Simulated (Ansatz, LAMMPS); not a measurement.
# Structural relaxation of a frame of liquid ethyl methyl carbonate from 300 K (120 atoms), part 3 of 3

Aim: bring a frame of liquid ethyl methyl carbonate from 300 K (120 atoms) to a nearby minimum of the energy and see what moves.

Ansatz 0.2.0; Kohn-Sham DFT, PBE+D4, PAW (set soft_2), plane waves.

The cell: 32 C, 24 O and 64 H. The network of contacts between molecules at the start is that of the classical potential that made the cell. The density was typed from a rule of thumb and may lie off the real one at this temperature. The Brillouin zone is sampled at Γ only, in a cell whose shortest periodic width is 11 Å.

So far, density (g/cm³): step 5 (local order after relaxation) 1.01.

### 6. Single point at the relaxed geometry

The electronic structure is read at the final geometry, in a run of its own.

input.yaml

```yaml
crystal:
  lattice:
    - [11.10443, 0.0, 0.0]
    - [0.0, 11.10443, 0.0]
    - [0.0, 0.0, 11.10443]
  atoms:
    - { symbol: C, position: [0.80856, 0.37833, 0.74746] }
    - { symbol: C, position: [0.81646, 0.26004, 0.81443] }
    - { symbol: O, position: [0.69759, 0.2042, 0.82458] }
    - { symbol: C, position: [0.64267, 0.21316, 0.93132] }
    - { symbol: O, position: [0.68082, 0.26157, 0.02217] }
    - { symbol: O, position: [0.53516, 0.15694, 0.92198] }
    - { symbol: C, position: [0.46656, 0.15362, 0.03239] }
    - { symbol: H, position: [0.75419, 0.4442, 0.79692] }
    - { symbol: H, position: [0.89978, 0.41452, 0.73535] }
    - { symbol: H, position: [0.76905, 0.36673, 0.65763] }
    - { symbol: H, position: [0.85306, 0.27154, 0.90527] }
    - { symbol: H, position: [0.8711, 0.19391, 0.76587] }
    - { symbol: H, position: [0.51444, 0.10115, 0.10115] }
    - { symbol: H, position: [0.45116, 0.24509, 0.06624] }
    - { symbol: H, position: [0.38093, 0.11062, 0.00964] }
    - { symbol: C, position: [0.235, 0.85236, 0.85684] }
    - { symbol: C, position: [0.17373, 0.9626, 0.80561] }
    - { symbol: O, position: [0.05985, 0.98788, 0.86619] }
    - { symbol: C, position: [0.06774, 0.04787, 0.9703] }
    - { symbol: O, position: [0.1594, 0.08219, 0.02029] }
    - { symbol: O, position: [0.95471, 0.06445, 0.01122] }
    - { symbol: C, position: [0.94618, 0.12751, 0.12452] }
    - { symbol: H, position: [0.17573, 0.77346, 0.85297] }
    - { symbol: H, position: [0.31536, 0.8314, 0.80335] }
    - { symbol: H, position: [0.26294, 0.86721, 0.95048] }
    - { symbol: H, position: [0.148, 0.94963, 0.71136] }
    - { symbol: H, position: [0.23115, 0.04257, 0.81227] }
    - { symbol: H, position: [0.97634, 0.06872, 0.19803] }
    - { symbol: H, position: [0.00088, 0.20967, 0.12411] }
    - { symbol: H, position: [0.85076, 0.14983, 0.13431] }
    - { symbol: C, position: [0.06489, 0.54773, 0.97498] }
    - { symbol: C, position: [0.11439, 0.59787, 0.09175] }
    - { symbol: O, position: [0.22067, 0.53146, 0.13162] }
    - { symbol: C, position: [0.19891, 0.43056, 0.19495] }
    - { symbol: O, position: [0.10095, 0.39214, 0.22572] }
    - { symbol: O, position: [0.30619, 0.37913, 0.21851] }
    - { symbol: C, position: [0.29972, 0.26905, 0.28825] }
    - { symbol: H, position: [0.98739, 0.60237, 0.94657] }
    - { symbol: H, position: [0.13288, 0.5507, 0.90344] }
    - { symbol: H, position: [0.03351, 0.45471, 0.98633] }
    - { symbol: H, position: [0.04687, 0.5968, 0.16373] }
    - { symbol: H, position: [0.14804, 0.6899, 0.07941] }
    - { symbol: H, position: [0.26324, 0.28716, 0.37815] }
    - { symbol: H, position: [0.24422, 0.20224, 0.24117] }
    - { symbol: H, position: [0.39266, 0.23728, 0.29538] }
    - { symbol: C, position: [0.09554, 0.62004, 0.61939] }
    - { symbol: C, position: [0.04168, 0.62852, 0.49488] }
    - { symbol: O, position: [0.96287, 0.52487, 0.47847] }
    - { symbol: C, position: [0.89777, 0.5264, 0.37689] }
    - { symbol: O, position: [0.89504, 0.60692, 0.30233] }
    - { symbol: O, position: [0.83421, 0.42341, 0.37198] }
    - { symbol: C, position: [0.76712, 0.40704, 0.26201] }
    - { symbol: H, position: [0.14592, 0.53594, 0.63156] }
    - { symbol: H, position: [0.15822, 0.69518, 0.6333] }
    - { symbol: H, position: [0.02515, 0.62552, 0.68855] }
    - { symbol: H, position: [0.11119, 0.62471, 0.42438] }
    - { symbol: H, position: [0.98869, 0.71103, 0.48307] }
    - { symbol: H, position: [0.7005, 0.47913, 0.25078] }
    - { symbol: H, position: [0.82802, 0.40578, 0.1844] }
    - { symbol: H, position: [0.7219, 0.32011, 0.27111] }
    - { symbol: C, position: [0.16732, 0.89414, 0.30326] }
    - { symbol: C, position: [0.28867, 0.83793, 0.33057] }
    - { symbol: O, position: [0.38034, 0.929, 0.35176] }
    - { symbol: C, position: [0.38691, 0.97028, 0.46603] }
    - { symbol: O, position: [0.3258, 0.93684, 0.55051] }
    - { symbol: O, position: [0.47329, 0.0548, 0.4688] }
    - { symbol: C, position: [0.4958, 0.10551, 0.58685] }
    - { symbol: H, position: [0.13311, 0.94356, 0.38171] }
    - { symbol: H, position: [0.17368, 0.95556, 0.22602] }
    - { symbol: H, position: [0.10167, 0.82329, 0.28165] }
    - { symbol: H, position: [0.32311, 0.78673, 0.25336] }
    - { symbol: H, position: [0.28445, 0.7786, 0.40955] }
    - { symbol: H, position: [0.57774, 0.15928, 0.57704] }
    - { symbol: H, position: [0.42012, 0.16308, 0.61366] }
    - { symbol: H, position: [0.50977, 0.03379, 0.65314] }
    - { symbol: C, position: [0.51999, 0.51444, 0.46709] }
    - { symbol: C, position: [0.45091, 0.5543, 0.57733] }
    - { symbol: O, position: [0.52619, 0.52829, 0.68165] }
    [... 36 atom lines left out ...]
    - { symbol: H, position: [0.63052, 0.92792, 0.90423] }
    - { symbol: H, position: [0.83833, 0.78579, 0.78599] }
    - { symbol: H, position: [0.81578, 0.94342, 0.77207] }
    - { symbol: H, position: [0.59712, 0.81359, 0.32443] }
    - { symbol: H, position: [0.71655, 0.91697, 0.35776] }
    - { symbol: H, position: [0.74711, 0.7585, 0.35544] }
kpoints:
  mp_grid: { grid: [1, 1, 1] }
hamiltonian:
  xc: pbe
  dispersion: d4
scf:
  occupations: { method: fixed }
output:
  forces: true
  stress: true
  populations: true
  dos:
    method: { smearing: { sigma: 0.08 } }
    de: 0.1
    projected: { site_lists: { C: [C], H: [H], O: [O] } }
  eigenvalues: true
  write_density: true
  write_potential: true
  volumetric_format: npy
```

On the command line:

```bash
ansatz run input.yaml --threads 4 --pin off --max-ram 8192MiB --backend cpu --events-out ev --progress --plain --runs-dir out
```

Numbers of over 12 decimals in the logs are rounded to 6 here.

Output:

```text
[...]
Crystal: 120 atoms, lattice volume = 1369.269 Å³
Basis set: ecut = 420 eV, 26865 PW (Γ), exchange–correlation on 150×150×150 points (8 copies of the dense FFT grid, shifted against one another)
Bands: 288, of which v1, the nominal top of the filled ones, is band 168 counted from 1 (167 counted from 0)
Symmetry: 1 space group operations
[...]
k-points: 1
[...]
SCF iter   1: F=—  HF=-22668.724580 eV  |F-HF|=—  |Δ(HF+E_count)|=         —  Δρ=3.97e-3  dr2=2.50e-1  ethr=1.77e-3  ⟨swp⟩=5.0  Hψ=989  notcnv=0  defer=116
[...]
SCF iter  10: F=-22668.699998 eV  HF=-22668.699998 eV  |F-HF|=5.68e-9  |Δ(HF+E_count)|=   5.38e-8  Δρ=1.04e-6  dr2=1.73e-8  ethr=2.98e-11  ⟨swp⟩=20.0  Hψ=2700  notcnv=0
SCF 1 converged in 10 iterations: F = -22668.699998 eV  dr2 = 1.73e-8
[...]
WARN: The input density's exchange-correlation potential varies sharply where the density is thin. Do not read a vacuum level from v_tot or v_xc, or from such a field of the output density. On a cell that repeats whose density bears no net charge and no dipole along the vacuum's axis use v_es (v_loc + v_h of the components); [...]
SCF converged after 10 iterations
Free energy (F): -22668.699998 eV
[...]
Internal energy: -22668.699998 eV  (E = F + TS)
E sigma→0 (E₀):  -22668.699998 eV
Fermi energy:    -2.149033 eV
[...]
--- Forces (eV/Å), atoms counted from 1 ---
  atom   1  C      0.00159303     0.00609592    -0.00486375
  atom   2  C     -0.00002193    -0.01059653     0.00745056
  atom   3  O      0.00386277    -0.00846731    -0.01239868
  atom   4  C     -0.00389319     0.02269740     0.02029487
  atom   5  O      0.00381966    -0.00642691    -0.00403955
  atom   6  O      0.00230689    -0.00669787    -0.01052495
  atom   7  C     -0.00235917    -0.00070112     0.00292467
  atom   8  H     -0.00182909     0.00214542     0.00141681
  atom   9  H     -0.00328682    -0.00264251     0.00134136
  atom  10  H      0.00092011    -0.00074934     0.00126656
  atom  11  H      0.00087737     0.00025863    -0.00035444
  atom  12  H     -0.00133914     0.00247051     0.00020599
  atom  13  H     -0.00150310     0.00190895    -0.00145861
  atom  14  H     -0.00023815    -0.00150227    -0.00073570
[...]
atom 119  H     -0.00240153    -0.00190356     0.00006364
  atom 120  H      0.00057205     0.00042141     0.00075306
  max |Σ_I F_I| component: 5.08e-5 eV/Å
--- Stress (GPa, compression-positive) ---
       -0.276601      -0.063324      -0.057011
       -0.063325      -0.272368       0.006793
       -0.057012       0.006791      -0.226644
  P = ⅓ Tr σ = -0.2585 GPa (-2.585 kbar)
--- Band table (eV) ---
[...]
--- Löwdin populations: 120 sites ---
  site symbol       q [e]
     0      C      4.4589
     1      C      4.0496
     2      O      6.2751
[...]
119      H      0.7905
  spilling = 0.013862 (of n_electrons = 336.000000)
```

Elapsed: 21 s, on 4 threads of Intel Xeon Platinum 8175M at 2.50GHz (Skylake/Cascade Lake), shared host; peak memory 1.5 GiB.

The program notes that the exchange-correlation potential is rough where the density is thin.

The run gave:

| Quantity | Value |
| --- | --- |
| free energy | -22668.7000 eV |
| free energy per atom | -188.9058 eV/atom |
| SCF cycles | 10 |
| pressure | -0.2585 GPa |
| r.m.s. force component | 0.00583 eV/Å |
| longest force | 0.03141 eV/Å |
| Fermi energy | -2.149 eV |
| gap (highest filled to lowest empty level) | 5.66 eV |
| spilling of the projection | 0.01386 |

Löwdin charges by element and coordination (they lack the spilled electrons, 0.039 e an atom on average):

```csv
element,coordination,atoms,mean charge (e),spread,least,most
C,all,32,-0.0065,0.437,-0.467,0.710
C,3,8,0.707,0.0025,0.701,0.710
C,4,24,-0.244,0.168,-0.467,-0.04
H,all,64,0.201,0.0114,0.175,0.226
O,all,24,-0.334,0.0829,-0.460,-0.269
O,1,8,-0.451,0.0052,-0.460,-0.445
O,2,16,-0.275,0.0047,-0.287,-0.269
```

Density of states as counts of states in windows of 1 eV (from the Fermi level), total and the larger projections:

```csv
from (eV),to (eV),total,O p,C p,H s
-10,-9,8.7,1.6,1.5,2.3
-9,-8,7.3,1.2,1.2,2.0
-8,-7,16.0,3.5,4.5,3.4
-7,-6,16.1,6.9,6.2,1.5
-6,-5,31.9,15.7,9.9,2.3
-5,-4,27.5,7.2,13.5,5.5
-4,-3,34.5,10.5,16.4,6.0
-3,-2,42.0,9.4,19.9,11.0
-2,-1,24.0,8.1,8.6,6.2
-1,0,45.5,37.7,3.6,3.6
0,1,2.4,2.3,0.0,0.0
1,5,0.0,0.0,0.0,0.0
```

The curve was stored every 0.10 eV, coarse against its broadening of 0.08 eV, so these counts are rough.

With fixed occupations the program's Fermi level is the highest filled level; weight inside the gap is the broadening of levels at its edges.

Between -22 and -10 eV lie 80 more states.

The levels nearest the highest filled one (over half full), pooled over k-points and spins:

```csv
level less the highest filled one (eV),occupation
-0.0834,2
-0.0716,2
-0.0508,2
-0.0478,2
-0.0125,2
0,2
5.66,0
6.21,0
6.25,0
6.3,0
6.33,0
6.35,0
```

Valence density in the bc plane at fractional x = 0.158, with atoms of C and O and H within 0.2 Å of it. It is the smooth field of the valence electrons, not physical close to the nuclei.

Ten steps, logarithmic in the rise over the least value, from '_' (0.0 e/Å³) to '@' (6.4 e/Å³), each cell a mean:
```
==**####++::..______________..::--==--::..________..........::
----==--::..____......______..::==++==::______..::::::::::::::
--::::..____....::::::..____..::====--..____::==++====----====
++==::..__..--++**++==::..____....::..______::++**++==++++****
**==::....::++%%@@%%++--..__________________..--------==**####
++--::....::**%%@@%%**--..____________________......::--++####
==::..____::==**####==::________..............______..::++##**
::..____..::==**##**==::..____::--==========--::______..--====
________..::++**####++--..__..--****++++**##++--..______......
__________::--++****++--..__..::==++++++++++==::______________
__________..::--====--::..____..::::------::::..______________
______..........::::....__________..::::::..__________________
______..::::::....________________..::--::..______________..__
..____..::::....__________________..::----..________..::----::
::________..________________________..::::..____....--==++**==
::____________________....______________________::--++**##**==
::..____________....::::----::..______________..--++**####**==
--..________........--++****==::..____________..::==****##**++
--..__________....::==**####**==--::....________..::--==++**++
..________________..--++####**++++==----::..________..::::----
..........__________..--======++******++==--::..__________....
::==++++--..__________....::--==++**********++::____________..
==##@@%%**--..______________..::==++++++++**==::____________..
++%%@@@@##--..______________..::----==----::::..____________::
```
Columns run along b (11.1 Å), rows up along c (11.1 Å). Atoms in or near the plane, at fractional coordinates: C at (0.96, 0.81), O at (0.08, 0.02), H at (0.77, 0.85), H at (0.95, 0.71), H at (0.69, 0.08), H at (0.54, 0.63), H at (0.70, 0.63), C at (0.89, 0.30), H at (0.96, 0.23), C at (0.26, 0.66), O at (0.27, 0.78).

Electrostatic potential energy in the bc plane at fractional x = 0.158, with atoms of C and O and H within 0.2 Å of it. With pseudopotentials it is smooth inside the atoms' cores, unlike the true potential.

Ten even steps from '0' (-41 eV) to '9' (5 eV), each cell a mean:
```
9634899999999999999999999999999
9999999999999999768999999999999
8999999999999999758999976888888
5899999867899999999999952788621
2899998201799999999999988998400
6899997100799999999999999999722
8999998414899999999999999999714
9999985000799999889887899999857
9999986001799998237760389999999
9999998757899999777776799999999
9999999999999999999999999999999
9999999999999999999999999999999
9999999999999999999999999999999
9999999999999999999889999999989
9999999999999999999999999998747
9999999999999999999999999862258
9999999999999999999999999820038
9999999999987789999999999862247
8999999999962147999999999998723
9999999999974137888999999999988
9999999999997677665688999999999
9989999999999998741252599999999
9412799999999999875574699999999
8200499999999999988899999999999
```
Columns run along b (11.1 Å; values clipped at the 3rd and 97th percentile), rows up along c (11.1 Å). Atoms in or near the plane, at fractional coordinates: C at (0.96, 0.81), O at (0.08, 0.02), H at (0.77, 0.85), H at (0.95, 0.71), H at (0.69, 0.08), H at (0.54, 0.63), H at (0.70, 0.63), C at (0.89, 0.30), H at (0.96, 0.23), C at (0.26, 0.66), O at (0.27, 0.78).

Mean Löwdin charges: C -0.01, H +0.20, O -0.33 e (they miss 1.4 % of the electrons, so they add up to more than the cell's charge). The largest share in the top eV of filled states is O p (84 % of the projected weight), and in the lowest eV of empty states C p (44 % of the projected weight).

Local excerpt of 10 atoms (numbers count through the whole input) about H8, picked at random; x, y, z are measured from there.

```csv
atom,x,y,z,distance (Å),bonds,Löwdin charge (e)
H8,0.00,0.00,0.00,0.00,1,0.20
C1,0.60,-0.73,-0.55,1.10,4,-0.46
H10,0.17,-0.86,-1.55,1.78,1,0.19
H9,1.62,-0.33,-0.68,1.79,1,0.20
C2,0.69,-2.04,0.19,2.17,4,-0.05
H11,1.10,-1.92,1.20,2.52,1,0.19
O81,-2.22,0.86,0.87,2.53,2,-0.27
O3,-0.63,-2.67,0.31,2.76,2,-0.28
O78,-2.53,0.93,-1.28,2.99,2,-0.27
H12,1.30,-2.78,-0.34,3.09,1,0.21
```

The column of bonds counts only the pairs H-C within 1.34 Å, C-C within 1.85 Å, C-O within 1.73 Å; other neighbours, such as metal atoms beside each other in a compound, aren't counted, and periodic images can show an atom twice.

### 7. Other settings

Changed here: scf.occupations.method = "fermi_dirac" and scf.occupations.width = 0.05.

Changes to input.yaml since step 6:

```diff
@@ -6,3 +6,3 @@
   atoms:
-    [... the 120 atom lines of step 6 ...]
+    [... the 120 atom lines of step 3 ...]
 kpoints:
@@ -13,3 +13,3 @@
 scf:
-  occupations: { method: fixed }
+  occupations: { method: fermi_dirac, width: 0.05 }
 output:
@@ -23,4 +23 @@
   eigenvalues: true
-  write_density: true
-  write_potential: true
-  volumetric_format: npy
```

Output:

```text
[...]
Crystal: 120 atoms, lattice volume = 1369.269 Å³
Basis set: ecut = 420 eV, 26865 PW (Γ), exchange–correlation on 150×150×150 points (8 copies of the dense FFT grid, shifted against one another)
Bands: 288, of which v1, the nominal top of the filled ones, is band 168 counted from 1 (167 counted from 0)
Symmetry: 1 space group operations
[...]
k-points: 1
[...]
SCF iter   1: F=—  HF=-22664.185610 eV  |F-HF|=—  |Δ(HF+E_count)|=         —  Δρ=4.31e-3  dr2=2.90e-1  ethr=1.77e-3  ⟨swp⟩=6.0  Hψ=1324  notcnv=0  defer=20
[...]
SCF iter   9: F=—  HF=-22664.147258 eV  |F-HF|=—  |Δ(HF+E_count)|=   7.00e-7  Δρ=3.91e-6  dr2=2.05e-7  ethr=8.14e-10  ⟨swp⟩=2.0  Hψ=337  notcnv=0  defer=116
SCF iter  10: F=-22664.147258 eV  HF=-22664.147258 eV  |F-HF|=1.88e-8  |Δ(HF+E_count)|=   5.35e-8  Δρ=1.55e-6  dr2=3.30e-8  ethr=2.98e-11  ⟨swp⟩=14.0  Hψ=1742  notcnv=0
SCF 1 converged in 10 iterations: F = -22664.147258 eV  dr2 = 3.30e-8
[...]
SCF converged after 10 iterations
Free energy (F): -22664.147258 eV
[...]
Internal energy: -22664.147258 eV  (E = F + TS)
E sigma→0 (E₀):  -22664.147258 eV
Fermi energy:    0.697629 eV
[...]
Σ components = -22664.147258   (vs F -22664.147258, Δ=0.00e0)
--- Forces (eV/Å), atoms counted from 1 ---
  atom   1  C      1.07999421    -0.45340683    -0.71970892
  atom   2  C      0.71043365    -0.27353141    -0.62024424
  atom   3  O     -0.44208589    -0.16232689     0.68289332
  atom   4  C      0.92831437    -0.36370140    -1.14985163
[...]
atom 120  H      0.30172472     0.16866214     0.46702375
  max |Σ_I F_I| component: 1.28e-4 eV/Å
--- Stress (GPa, compression-positive) ---
       -0.182449       0.312394      -0.140088
        0.312394       1.480729       0.101132
       -0.140089       0.101131       0.596494
  P = ⅓ Tr σ = 0.6316 GPa (6.316 kbar)
--- Band table (eV) ---
[...]
--- Löwdin populations: 120 sites ---
  site symbol       q [e]
     0      C      4.4417
     1      C      4.0405
     2      O      6.2780
[...]
119      H      0.7805
  spilling = 0.013720 (of n_electrons = 336.000000)
```

Run time: 20 s. Hardware: 4 threads; peak memory 1.5 GiB; 75 s of CPU time.

Geometry and reference: those of the single point at the start.

Forces differ from those of the single point at the start by 0.002 meV/Å r.m.s., 2.0e-4 % of their size. It took 0.94 times the reference's time (shared host, so rough).

### 8. What came out

| Item | Value |
| --- | --- |
| energy change in the relaxation | -37.94 meV/atom |
| r.m.s. displacement | 1.113 Å |
| largest displacement | 2.069 Å |
| free energy per atom | -188.9058 eV/atom |
| pressure | -0.2585 GPa |
| r.m.s. force component | 0.00583 eV/Å |
| gap (highest filled to lowest empty level) | 5.66 eV |
| wall time of the 4 DFT runs | 11 min |

Relaxation lowers the energy by 37.9 meV/atom and moves atoms by 1.1 Å r.m.s.; the r.m.s. force component goes from 0.82 to 0.0058 eV/Å, the pressure goes from 0.63 to -0.26 GPa, and the gap from 5.42 to 5.66 eV. By the final cutoffs no bond was broken or made. First to last step the energy falls by 4.553 eV; the largest move, 2.07 Å, is that of O50. The C-O bonds change most in mean length: from 1.356 Å (spread 0.080) to 1.362 Å (spread 0.087). Counting bonds as in the table, 75 % of C atoms have 4, all H atoms have 1 and 67 % of O atoms have 2 bonded neighbours. Filled and empty levels are parted by 5.66 eV (at Γ alone); a semilocal functional tends to put such gaps too low. In a disordered cell it changes from sample to sample and from frame to frame.

**Limits.** The network of contacts between molecules at the start is that of the classical potential that made the cell; in DFT atoms moved by 1.1 Å r.m.s.

[Logs are printed without paths, hosts, clocks, repeated set-up lines and the standing remarks that a program may print on its own settings, such as how far it seeks lower states.]

[Hosts, paths, dates, database ids (printed as entryN), source tags and the programs' standing remarks are cut or masked in the printed files.]
